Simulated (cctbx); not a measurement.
# Reading a Patterson map

Space group Im-3m (no. 229), a = 7.9820 Å, b = 7.9820 Å, c = 7.9820 Å, α = 90.00°, β = 90.00°, γ = 90.00°, content Tl2 Er8 Ga12 B12.

Simulated single-crystal data (cctbx): Ga Kα, λ = 1.3414 Å, to d = 0.8 Å, 80 % of the full sphere, strongest reflection 20000 counts, noise from counting, a 2 % proportional error and a noise floor of 4 counts (s.d.); no absorption.

Patterson synthesis, origin scaled to 1000:

```text
Patterson group I m -3 m
      u       v       w   height  length (A)
  0.000   0.000   0.000   1000.0     0.00
  0.000   0.000   0.500    608.9     3.99
  0.250   0.250   0.250    398.6     3.46
  0.000   0.250   0.250    348.0     2.82
  0.000   0.250   0.500    204.6     4.46
  0.000   0.000   0.251     42.7     2.00
  0.042   0.042   0.135      9.2     1.17
  0.115   0.195   0.285      2.8     2.90
  0.047   0.130   0.458      2.8     3.81
  0.122   0.296   0.296      2.1     3.48
  0.041   0.041   0.361      1.5     2.92
  0.119   0.206   0.206      0.5     2.51
  0.000   0.127   0.436     -0.2     3.63
  0.048   0.270   0.380     -2.3     3.74
```

**Question.** Which atom pairs make the peaks, and where is the heaviest atom?

A peak at u stands for all pairs with xi − xj = u, with weight Σ ZiZj against Σ Z² = 61946 at the origin. Peak heights follow these weights only roughly, since form factors, motion and series ripples differ, all vectors within 0.55 Å of a peak are counted as merged into it though the farther ones add only part of their weight, and F(000) is left out, which lowers the whole map:

| u | v | w | shortest length (Å) | height | 1000 ΣZiZj/ΣZ² | pairs in the cell |
| --- | --- | --- | --- | --- | --- | --- |
| 0.000 | 0.000 | 0.500 | 3.99 | 609 | 701 | 8 × Er–Er, 4 × Ga–Ga, 16 × Ga–B, 4 × B–B |
| 0.250 | 0.250 | 0.250 | 3.46 | 399 | 356 | 4 × Tl–Er |
| 0.000 | 0.250 | 0.250 | 2.82 | 348 | 400 | 8 × Er–Ga, 4 × Ga–Ga, 8 × Er–B, 8 × Ga–B, 4 × B–B |
| 0.000 | 0.250 | 0.500 | 4.46 | 205 | 162 | 4 × Tl–Ga |

The table stops at ten peaks or at a height of 45, below which ripples compete. In the model behind the data Tl, the heaviest element, has 1 independent site: (0, 0, 0), up to an allowed shift of origin. No listed peak is a Tl–Tl vector, so the position follows from the cell content and the cross vectors. The whole model:

```
atom  mult.    x    y       z  Ueq (Å²)
 Tl1      2    0    0       0    0.0064
 Er1      8  1/4  3/4     1/4    0.0082
 Ga1     12    0  1/2     1/4    0.0108
  B1     12    0    0  0.7450    0.0150
```

The model was made for the exercise: a known structure type with other elements put in, its volume estimated, not relaxed; displacement parameters are assumed.

[Logs are printed without paths, hosts, clocks, repeated set-up lines and the standing remarks that a program may print on its own settings, such as how far it seeks lower states.]
